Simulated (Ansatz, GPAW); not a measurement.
# A 2-layer slab of Ba(100): simulated STM images

What would a tunnelling microscope show on a 2-layer slab of Ba(100)?

Program: GPAW 26.7.0 and Ansatz 0.2.0. Level of theory: Ansatz plane waves; slab in vacuum with a dipole correction, relaxation; PAW set soft_1, in the first sound run; inputs show where later runs differ. Results are calculated unless marked as measured.

## 1. Starting point

The cell holds 2 atoms: 2 Ba. Its edges and angles: a = 5.020 Å, b = 5.020 Å, c = 16.510 Å, α = 90.0°, β = 90.0°, γ = 90.0°. Vacuum lies along c.

## 2. Relaxation

Forces are removed first; all later runs use this geometry. The lowest 1 atoms are held at bulk positions and keep their forces.

input.yaml reads:

```yaml
crystal:
  lattice:
    - [5.02, 0.0, 0.0]
    - [0.0, 5.02, 0.0]
    - [0.0, 0.0, 16.51]
  atoms:
    - { symbol: Ba, position: [0.5, 0.5, 0.4239854634] }
    - { symbol: Ba, position: [0.0, 0.0, 0.5760145366] }
kpoints:
  mp_grid: { grid: [6, 6, 1] }
hamiltonian:
  xc: pbe
  pseudopotentials: { kind: paw, azcp: { folder: soft_1 } }
scf:
  occupations: { method: fermi_dirac, width: 0.1 }
efield:
  axis: 3
  dipole_correction: true
  ramp_width: 0.05
relax:
  f_tol: 0.02
  max_steps: 60
  constraints: [{ sites: [0] }]
output:
  write_potential: true
  write_density: true
  volumetric_format: npy
```

Command:

```bash
$ ansatz run input.yaml --threads 4 --pin off --max-ram 8192MiB --backend cpu --events-out ev --progress --plain --runs-dir out
```

Numbers of over 12 decimals in the logs are rounded to 6 here.

Output:

```text
Engine: ansatz 0.2.0, x86_64-unknown-linux-gnu
Pseudopotentials: kind: paw
Pseudopotential: Ba, paw, valence charge 10, recommended cutoff 420 eV (normal), soft_1/Ba.paw.azcp
Functional definition: PBE
  parameter kappa = 0.804
  parameter beta = 0.066725
  exchange = pbe_x(kappa = kappa, mu = beta*pi^2/3)
  correlation = pbe_c(beta = beta)
Crystal: 2 atoms, lattice volume = 416.059 Å³
Basis set: ecut = 420 eV, 8155 PW (Γ), exchange–correlation on 72×72×240 points (8 copies of the dense FFT grid, shifted against one another)
Bands: 14, of which v1, the nominal top of the filled ones, is band 10 counted from 1 (9 counted from 0)
Symmetry: 8 space group operations
k-points: 10 of 36
Non-local potential: Ba, projectors of the file, l = 0: 3, l = 1: 2, l = 2: 2, l = 3: 2
PAW form: soft (Blöchl's): semilocal exchange-correlation on the pseudo side does not see the compensation charge
PAW one-centre angular grid: Ba, 194 points (default); XC on 64 Gauss nodes
Initial density: superposition of atomic densities (neutral atoms: chi_scale 0, normalization atom)
Initial wavefunctions: pseudopotential atomic-orbital guess
Functional: x = pbe(κ = 0.804, μ = 0.219515), c = pbe(β = 0.066725)
SCF iter   1: F=—  HF=-11898.981468 eV  |F-HF|=—  |Δ(HF+E_count)|=         —  Δρ=7.03e-3  dr2=2.20e0  ethr=3.10e-3  p=0.000 e·Å  D=1.35e-14 V/Å  ΔV_dip=-0.00 eV  dr2_dipole=6.37e-7  V_vac-E_F(+/−)=4.27/4.27 eV  ⟨swp⟩=8.3  Hψ=1025  notcnv=0
efield: sawtooth ramp at fractional position 0.9750 (placed from the atoms, in the widest stretch of the axis that holds none; the zero of the levels goes with the place), width 0.0500; the density the first Hamiltonian is built on has a dipole p = 0.000 e·Å; the dipole correction subtracts the counter field D = 1.35e-14 V/Å, which shifts the + side's vacuum level by -0.00 eV against the − side's; the planar-averaged density in the ramp window peaks in size at 1.2e-7 e/Å³
preconditioner: auto → LDOS  [metal: Δε(μ)=0.234 eV  Ē_g=1.579 eV  σ=0.100 eV  W_gap=0.49  n_scr=28 (ndim 8)  ℏωp=3.6 eV  f_vac=0.481  D(μ)=4.13/eV (n_scr^D=18)  β→1.0]
SCF iter   2: F=—  HF=-11898.413272 eV  |F-HF|=—  |Δ(HF+E_count)|=   5.68e-1  Δρ=2.87e-3  dr2=4.21e-2  ethr=3.10e-3  p=0.000 e·Å  D=1.08e-4 V/Å  ΔV_dip=-0.00 eV  dr2_dipole=2.91e-6  V_vac-E_F(+/−)=2.20/2.20 eV  ⟨swp⟩=4.0  Hψ=363  notcnv=0
SCF iter   3: F=—  HF=-11898.434648 eV  |F-HF|=—  |Δ(HF+E_count)|=   2.14e-2  Δρ=1.54e-3  dr2=3.19e-2  ethr=2.11e-4  p=-0.000 e·Å  D=-3.79e-5 V/Å  ΔV_dip=0.00 eV  dr2_dipole=6.19e-7  V_vac-E_F(+/−)=2.38/2.38 eV  ⟨swp⟩=2.4  Hψ=266  notcnv=0
SCF iter   4: F=—  HF=-11898.427630 eV  |F-HF|=—  |Δ(HF+E_count)|=   7.02e-3  Δρ=2.62e-4  dr2=7.59e-4  ethr=1.59e-4  p=-0.000 e·Å  D=-5.67e-7 V/Å  ΔV_dip=0.00 eV  dr2_dipole=5.16e-10  V_vac-E_F(+/−)=2.28/2.28 eV  ⟨swp⟩=2.0  Hψ=216  notcnv=0
SCF iter   5: F=—  HF=-11898.428435 eV  |F-HF|=—  |Δ(HF+E_count)|=   8.05e-4  Δρ=6.68e-5  dr2=1.09e-4  ethr=3.79e-6  p=-0.000 e·Å  D=-1.74e-6 V/Å  ΔV_dip=0.00 eV  dr2_dipole=1.43e-9  V_vac-E_F(+/−)=2.35/2.35 eV  ⟨swp⟩=2.8  Hψ=258  notcnv=0
SCF iter   6: F=-11898.428428 eV  HF=-11898.428428 eV  |F-HF|=8.05e-7  |Δ(HF+E_count)|=   7.81e-6  Δρ=1.11e-5  dr2=8.67e-7  ethr=5.00e-8  p=-0.000 e·Å  D=-3.64e-6 V/Å  ΔV_dip=0.00 eV  dr2_dipole=1.90e-9  V_vac-E_F(+/−)=2.34/2.34 eV  ⟨swp⟩=10.2  Hψ=1376  notcnv=0
WARN: efield: at this solve's end the planar-averaged density reaches 1.84e-5 e/Å³ inside the ramp window [0.9144, 0.0856] (bound 1e-5 e/Å³); the window's nearer edge stands 5.59 Å from this solve's nearest atom along the axis. Its work functions, free energy, forces, stress, dipole, levels and responses can be off, and this figure does not tell by how much. A short vacuum, a low `basis.ecutwfc` or `basis.ecutrho_ratio` and negative occupations (`scf.occupations.method`) can put density there. See the manual's quickstart, § The vacuum guard
SCF 1 converged in 6 iterations: F = -11898.428428 eV  dr2 = 8.67e-7
  greatest PAW one-centre occupation: 0.959 electrons in one spin orbital (limit 2), on the Ba atom at site 0 (counted from 0), in its partial waves of l = 0
relax step   1: F+E_penalty+E_count = -11898.42842843 eV  Δ(F+E_penalty+E_count) = +0.000e0 eV  max|allowed force component| = 1.724e-1 eV/Å  Δτ_max = 0.0000 Å  (6 SCF iters, dr2 threshold 1.00e-5 eV, accepted)
Initial density: handed on by an earlier stage of this run
Initial wavefunctions: those handed on with the density
iter 1 solved again at ethr=6.46e-5 eV; its pass at ethr=3.10e-3 eV (dr2=1.29e-2 eV) is discarded
SCF iter   1: F=—  HF=-11898.441769 eV  |F-HF|=—  |Δ(HF+E_count)|=         —  Δρ=6.91e-4  dr2=1.43e-2  ethr=6.46e-5  p=-0.000 e·Å  D=-3.71e-6 V/Å  ΔV_dip=0.00 eV  dr2_dipole=3.83e-3  V_vac-E_F(+/−)=2.30/2.30 eV  ⟨swp⟩=1.7  Hψ=725  notcnv=0
efield: sawtooth ramp at fractional position 0.9750 (handed on by an earlier solve), width 0.0500; the density the first Hamiltonian is built on has a dipole p = -0.000 e·Å; the dipole correction subtracts the counter field D = -3.71e-6 V/Å, which shifts the + side's vacuum level by +0.00 eV against the − side's; the planar-averaged density in the ramp window peaks in size at 1.9e-5 e/Å³
preconditioner: auto → LDOS  [metal: Δε(μ)=0.105 eV  Ē_g=1.437 eV  σ=0.100 eV  W_gap=0.25  n_scr=28 (ndim 8)  ℏωp=3.6 eV  f_vac=0.509  D(μ)=3.65/eV (n_scr^D=10)  β→1.0]
SCF iter   2: F=—  HF=-11898.440323 eV  |F-HF|=—  |Δ(HF+E_count)|=   1.45e-3  Δρ=2.39e-4  dr2=4.82e-4  ethr=6.46e-5  p=-0.007 e·Å  D=-3.09e-3 V/Å  ΔV_dip=0.05 eV  dr2_dipole=4.89e-5  V_vac-E_F(+/−)=2.37/2.32 eV  ⟨swp⟩=2.1  Hψ=188  notcnv=0
SCF iter   3: F=—  HF=-11898.440508 eV  |F-HF|=—  |Δ(HF+E_count)|=   1.85e-4  Δρ=1.16e-4  dr2=1.97e-4  ethr=2.41e-6  p=-0.002 e·Å  D=-7.65e-4 V/Å  ΔV_dip=0.01 eV  dr2_dipole=2.01e-5  V_vac-E_F(+/−)=2.34/2.33 eV  ⟨swp⟩=2.1  Hψ=234  notcnv=0
SCF iter   4: F=—  HF=-11898.440485 eV  |F-HF|=—  |Δ(HF+E_count)|=   2.33e-5  Δρ=3.61e-5  dr2=2.66e-5  ethr=9.87e-7  p=-0.001 e·Å  D=-2.33e-4 V/Å  ΔV_dip=0.00 eV  dr2_dipole=3.14e-6  V_vac-E_F(+/−)=2.33/2.33 eV  ⟨swp⟩=2.6  Hψ=240  notcnv=0
SCF iter   5: F=—  HF=-11898.440484 eV  |F-HF|=—  |Δ(HF+E_count)|=   1.60e-6  Δρ=1.19e-5  dr2=3.27e-6  ethr=1.33e-7  p=-0.000 e·Å  D=-5.51e-5 V/Å  ΔV_dip=0.00 eV  dr2_dipole=3.73e-7  V_vac-E_F(+/−)=2.33/2.33 eV  ⟨swp⟩=1.8  Hψ=153  notcnv=0
SCF iter   6: F=-11898.440483 eV  HF=-11898.440483 eV  |F-HF|=3.31e-8  |Δ(HF+E_count)|=   2.68e-7  Δρ=3.38e-6  dr2=9.79e-8  ethr=9.28e-9  p=0.000 e·Å  D=1.31e-5 V/Å  ΔV_dip=-0.00 eV  dr2_dipole=6.76e-9  V_vac-E_F(+/−)=2.33/2.33 eV  ⟨swp⟩=12.4  Hψ=1382  notcnv=0
[...]
preconditioner: auto → LDOS  [metal: Δε(μ)=0.086 eV  Ē_g=1.431 eV  σ=0.100 eV  W_gap=0.21  n_scr=28 (ndim 8)  ℏωp=3.6 eV  f_vac=0.494  D(μ)=3.61/eV (n_scr^D=10)  β→1.0]
SCF iter   2: F=—  HF=-11898.450531 eV  |F-HF|=—  |Δ(HF+E_count)|=   8.64e-3  Δρ=5.36e-4  dr2=2.56e-3  ethr=4.01e-4  p=-0.016 e·Å  D=-6.86e-3 V/Å  ΔV_dip=0.11 eV  dr2_dipole=3.21e-4  V_vac-E_F(+/−)=2.42/2.30 eV  ⟨swp⟩=2.3  Hψ=196  notcnv=0
SCF iter   3: F=—  HF=-11898.451414 eV  |F-HF|=—  |Δ(HF+E_count)|=   8.83e-4  Δρ=2.37e-4  dr2=8.79e-4  ethr=1.28e-5  p=-0.004 e·Å  D=-1.65e-3 V/Å  ΔV_dip=0.03 eV  dr2_dipole=1.01e-4  V_vac-E_F(+/−)=2.34/2.31 eV  ⟨swp⟩=2.1  Hψ=239  notcnv=0
SCF iter   4: F=—  HF=-11898.451337 eV  |F-HF|=—  |Δ(HF+E_count)|=   7.66e-5  Δρ=8.16e-5  dr2=1.47e-4  ethr=4.40e-6  p=-0.001 e·Å  D=-3.90e-4 V/Å  ΔV_dip=0.01 eV  dr2_dipole=2.39e-5  V_vac-E_F(+/−)=2.32/2.31 eV  ⟨swp⟩=2.3  Hψ=235  notcnv=0
SCF iter   5: F=—  HF=-11898.451326 eV  |F-HF|=—  |Δ(HF+E_count)|=   1.10e-5  Δρ=2.73e-5  dr2=2.14e-5  ethr=7.33e-7  p=-0.000 e·Å  D=-7.90e-5 V/Å  ΔV_dip=0.00 eV  dr2_dipole=3.76e-6  V_vac-E_F(+/−)=2.32/2.32 eV  ⟨swp⟩=1.8  Hψ=154  notcnv=0
SCF iter   6: F=-11898.451324 eV  HF=-11898.451324 eV  |F-HF|=3.53e-7  |Δ(HF+E_count)|=   1.97e-6  Δρ=7.39e-6  dr2=5.80e-7  ethr=4.45e-9  p=0.000 e·Å  D=4.57e-5 V/Å  ΔV_dip=-0.00 eV  dr2_dipole=6.81e-8  V_vac-E_F(+/−)=2.32/2.32 eV  ⟨swp⟩=9.6  Hψ=1212  notcnv=0
WARN: efield: at this solve's end the planar-averaged density reaches 3.27e-5 e/Å³ inside the ramp window [0.9144, 0.0856] (bound 1e-5 e/Å³); the window's nearer edge stands 5.32 Å from this solve's nearest atom along the axis. Its work functions, free energy, forces, stress, dipole, levels and responses can be off, and this figure does not tell by how much. A short vacuum, a low `basis.ecutwfc` or `basis.ecutrho_ratio` and negative occupations (`scf.occupations.method`) can put density there. See the manual's quickstart, § The vacuum guard
SCF 3 converged in 6 iterations: F = -11898.451324 eV  dr2 = 5.80e-7
relax step   3: F+E_penalty+E_count = -11898.45132385 eV  Δ(F+E_penalty+E_count) = -1.084e-2 eV  max|allowed force component| = 3.330e-3 eV/Å  Δτ_max = 0.1870 Å  (6 SCF iters, dr2 threshold 8.90e-7 eV, accepted)
iter 1 solved again at ethr=2.90e-9 eV; its pass at ethr=3.10e-3 eV (dr2=5.81e-7 eV) is discarded
SCF iter   1: F=—  HF=-11898.451330 eV  |F-HF|=—  |Δ(HF+E_count)|=         —  Δρ=7.40e-6  dr2=5.81e-7  ethr=2.90e-9  p=0.000 e·Å  D=4.57e-5 V/Å  ΔV_dip=-0.00 eV  dr2_dipole=6.80e-8  V_vac-E_F(+/−)=2.32/2.32 eV  ⟨swp⟩=1.0  Hψ=523  notcnv=0
efield: sawtooth ramp at fractional position 0.9750 (handed on by an earlier solve), width 0.0500; the density the first Hamiltonian is built on has a dipole p = 0.000 e·Å; the dipole correction subtracts the counter field D = 4.57e-5 V/Å, which shifts the + side's vacuum level by -0.00 eV against the − side's; the planar-averaged density in the ramp window peaks in size at 3.3e-5 e/Å³
preconditioner: auto → LDOS  [metal: Δε(μ)=0.085 eV  Ē_g=1.444 eV  σ=0.100 eV  W_gap=0.21  n_scr=28 (ndim 8)  ℏωp=3.6 eV  f_vac=0.495  D(μ)=3.63/eV (n_scr^D=10)  β→1.0]
SCF iter   2: F=—  HF=-11898.451324 eV  |F-HF|=—  |Δ(HF+E_count)|=   6.20e-6  Δρ=3.42e-6  dr2=1.58e-7  ethr=2.90e-9  p=0.000 e·Å  D=1.84e-5 V/Å  ΔV_dip=-0.00 eV  dr2_dipole=2.37e-9  V_vac-E_F(+/−)=2.32/2.32 eV  ⟨swp⟩=2.1  Hψ=228  notcnv=0
SCF iter   3: F=-11898.451324 eV  HF=-11898.451324 eV  |F-HF|=1.74e-8  |Δ(HF+E_count)|=   4.98e-9  Δρ=1.78e-6  dr2=4.07e-8  ethr=5.00e-10  p=0.000 e·Å  D=2.26e-5 V/Å  ΔV_dip=-0.00 eV  dr2_dipole=4.00e-10  V_vac-E_F(+/−)=2.32/2.32 eV  ⟨swp⟩=9.2  Hψ=1060  notcnv=0
WARN: efield: at this solve's end the planar-averaged density reaches 3.27e-5 e/Å³ inside the ramp window [0.9144, 0.0856] (bound 1e-5 e/Å³); the window's nearer edge stands 5.32 Å from this solve's nearest atom along the axis. Its work functions, free energy, forces, stress, dipole, levels and responses can be off, and this figure does not tell by how much. A short vacuum, a low `basis.ecutwfc` or `basis.ecutrho_ratio` and negative occupations (`scf.occupations.method`) can put density there. See the manual's quickstart, § The vacuum guard
SCF 4 converged in 3 iterations: F = -11898.451324 eV  dr2 = 4.07e-8
  greatest PAW one-centre occupation: 0.959 electrons in one spin orbital (limit 2), on the Ba atom at site 1 (counted from 0), in its partial waves of l = 0
relax step   4: F+E_penalty+E_count = -11898.45132414 eV  Δ(F+E_penalty+E_count) = -2.916e-7 eV  max|allowed force component| = 3.527e-3 eV/Å  Δτ_max = 0.0000 Å  (3 SCF iters, accepted)
NSCF: frozen V_eff on 10 k-points
the band table was solved once a step of the walk had ended and its energy, with any forces and stress, was formed, with the checks that follow a solve (1104 applications of the Hamiltonian). They found nothing against the state; the energy, forces and stress were not computed again (output.eigenvalues in the input reference)
WARN: The output density's exchange-correlation potential varies sharply where the density is thin. Do not read a vacuum level from v_tot or v_xc, or from such a field of the output density. On a cell that repeats whose density bears no net charge and no dipole along the vacuum's axis use v_es (v_loc + v_h of the components); under efield.dipole_correction with no amplitude use v_es + v_field, which holds any externa [...]
SCF converged after 3 iterations
Free energy (F): -11898.451324 eV
Harris-Foulkes:  -11898.451324 eV  (|F-HF|=1.74e-8)
Internal energy: -11898.320102 eV  (E = F + TS)
E sigma→0 (E₀):  -11898.385713 eV
Entropy (-TS):   -0.131222 eV (-65.611 meV/atom)
Fermi energy:    0.313895 eV
Dipole field:    D = 0.000004 V/Å  (p = 0.000009 e·Å, saw-weighted, corrected)
Work function:   Φ+ = 2.3172 eV   Φ− = 2.3176 eV
Levels:          The Fermi level and band energies are counted from a zero that moves with the ramp; work functions are not
Vacuum region:   at the solve's end the planar-averaged density reaches 3.27e-5 e/Å³ inside the ramp window [0.9144, 0.0856] (bound 1e-5 e/Å³)
--- Per-component energies (eV) ---
  E_band       = -290.909231
  E_kinetic    = 310.617728
  E_local      = -2768.383209  (includes V_loc(G=0)·N_el)
  E_nonlocal   = 186.015210
  E_hartree    = 1156.126535
  E_xc         = -389.952876
  E_vxc        = -247.684212  (∫ρ·V_xc dr)
  E_paw        = -10390.541392  (= ΣΔE_a)
  E_vpaw       = -83.731166  (= ΣTr[D̂ρ^β])
  E_aug_tail   = -0.000004  (compensation charges beyond the density's cutoff)
  E_efield     = 0.000000  (sawtooth field / dipole correction)
  E_vefield    = -0.000011  (∫n·V_field dr)
  E_ewald      = -2.202094
  E_smearing   = -0.131222  (= −TS)
  E_closure    = -0.000000  (closes the sum)
  Σ components = -11898.451324   (vs F -11898.451324, Δ=0.00e0)
--- Forces (eV/Å), atoms counted from 1 ---
  atom   1  Ba     0.00000000     0.00000000     0.00354776
  atom   2  Ba     0.00000000     0.00000000    -0.00352731
  max |Σ_I F_I| component: 2.04e-5 eV/Å
--- Band table (eV; the first three rows and the last of 10) ---
  k-point 0: bands = [... 6 lower, -14.2544, -14.2544, -1.8201, -0.4973, 0.2922, 0.8480, 1.0680, 1.5984]
  k-point 1: bands = [... 6 lower, -14.2726, -14.2593, -1.6003, -0.3442, 0.3777, 0.9278, 1.0737, 1.6121]
  k-point 2: bands = [... 6 lower, -14.3062, -14.2740, -1.0282, -0.1567, 0.5894, 0.8855, 1.2219, 1.6713]
  k-point 9: bands = [... 6 lower, -14.2976, -14.2976, 0.0873, 0.0873, 0.5841, 0.5841, 1.6731, 1.6731]
--- Relaxed structure (4 steps of the walk, 4 accepted, 0 SCFs on fresh bases) ---
  F+E_penalty+E_count = -11898.45132414 eV   max|allowed force component| = 3.527e-3 eV/Å
  atoms:
    - { symbol: Ba, position: [0.5, 0.5, 0.423985] }
    - { symbol: Ba, position: [0, 0.0, 0.592345] }
```

Elapsed: 3.4 s, on 4 threads of Intel Xeon Platinum 8559C (Emerald Rapids), shared host; peak memory 0.61 GiB; 12 s of CPU time.

Step by step:

```tsv
step	energy less that of the first step (eV)	largest force component (eV/Å)
1	0.0000	0.1724
2	-0.0121	0.1193
3	-0.0229	0.0033
4	-0.0229	0.0035
```

Forces are held to the 8 operations that the run works with; a distortion that breaks them can't arise in this run.

The atoms that moved most (Å):

```tsv
atom	dx	dy	dz	length
Ba2	0.000	0.000	0.270	0.270
```

Final coordinates:

```xyz
2
Lattice="5.0200 0.0000 0.0000 0.0000 5.0200 0.0000 0.0000 0.0000 16.5100" Properties=species:S:1:pos:R:3
Ba    2.5100    2.5100    7.0000
Ba    0.0000    0.0000    9.7796
```

This step gave:

* free energy: -11898.4513 eV
* smearing term TS: 0.1312 eV
* symmetry operations: 8
* upper work function: 2.317 eV
* lower work function: 2.318 eV
* dipole along the normal: 8.98e-6 e·Å
* dipole field: 3.90e-6 V/Å
* vacuum level above: 2.631 eV
* vacuum level below: 2.631 eV

Electrostatic potential energy of an electron (with the applied field's), less the Fermi level, planar mean against z:

z (Å), electrostatic potential energy of an electron (with the applied field's), less the Fermi level, planar mean (eV) and a bar from the least value:
```
        0       2.32 ##############################
        1       2.32 ##############################
        2       2.32 ##############################
        3       2.30 ##############################
        4       2.20 ##############################
        5       1.73 ############################
        6      -0.63 ####################
        7      -6.35 
        8      -0.71 ####################
        9      -2.07 ###############
       10      -5.91 ##
       11       0.33 #######################
       12       1.90 #############################
       13       2.24 ##############################
       14       2.30 ##############################
       15       2.32 ##############################
       16       2.32 ##############################
```

Table of valence density, planar mean by z:

```tsv
z (Å)	valence density, planar mean (e/Å³)
1.0	8.8e-6
1.5	2.5e-5
2.0	6.4e-5
2.5	1.5e-4
3.0	3.6e-4
3.5	8.0e-4
4.0	0.00173
4.5	0.00362
5.0	0.00747
5.5	0.0186
6.0	0.0732
6.5	0.184
7.0	0.212
7.5	0.189
8.0	0.0876
8.5	0.0581
9.0	0.134
9.5	0.208
10.0	0.207
10.5	0.140
11.0	0.0384
11.5	0.0120
12.0	0.00539
12.5	0.00263
13.0	0.00124
13.5	5.6e-4
14.0	2.5e-4
14.5	1.0e-4
15.0	4.2e-5
15.5	1.6e-5
```

The relaxation lowered the energy of the cell by 0.0229 eV.

(Continued in part 2 of 3.)

[Logs are printed without paths, hosts, clocks, repeated set-up lines and the standing remarks that a program may print on its own settings, such as how far it seeks lower states.]

[Hosts, paths, dates, database ids (printed as entryN), source tags and the programs' standing remarks are cut or masked in the printed files.]
